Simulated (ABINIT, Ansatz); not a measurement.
An input for ABINIT 10.8.3 (BN (P6_3/mmc)):

```
acell 3*1.0 Angstrom
rprim 
  2.503989999987 0.000000000003 0.000000000000
  -1.251994999996 2.168518950810 0.000000000000
  0.000000000000 0.000000000000 6.661200000000
ntypat 2
znucl 5 7
natom 4
typat 1 1 2 2
xred 
  0.333333333333 0.666666666667 0.250000000000
  0.666666666667 0.333333333333 0.750000000000
  0.333333333333 0.666666666667 0.750000000000
  0.666666666667 0.333333333333 0.250000000000
pp_dirpath "pseudos"
pseudos "B.upf, N.upf"
ecut 36
ngkpt 6 6 4
nshiftk 1
shiftk 0 0 0
kptopt 1
chksymbreak 0
istwfk *1
occopt 1
irdwfk 1
optdriver 3
nband 78
ecuteps 5.5
inclvkb 2
awtr 1
symchi 1
indata_prefix "in"
outdata_prefix "out"
tmpdata_prefix "tmp"
```

```sh
OMP_NUM_THREADS=1 mpirun -n 8 abinit run.abi > log
```

Q: Estimate wall time and host memory on 8 MPI ranks of Arm Neoverse V2, shared host.

It took 21 s; on shared hardware allow 11 s to 42 s. Peak host memory was 1.2 GiB.

[Paths, hosts, dates, memory and timing lines, banners, echoed tables and standing remarks are left out of the program output.]

[Logs are printed without paths, hosts, clocks, repeated set-up lines and the standing remarks that a program may print on its own settings, such as how far it seeks lower states.]

[Runs of the session that timed out or met a known fault of the program may be left out.]

[Hosts, paths, dates, database ids (printed as entryN), source tags and the programs' standing remarks are cut or masked in the printed files.]

[G0W0 gaps are taken among the corrected bands and points alone; a level outside them can change the order at an edge.]

[Where Ansatz stands beside ABINIT at settings called matched, ABINIT's density can come from a denser mesh and the files from another edition; pairs whose starting gaps differed by over 0.03 eV were left out, so agreement reads better than it is.]
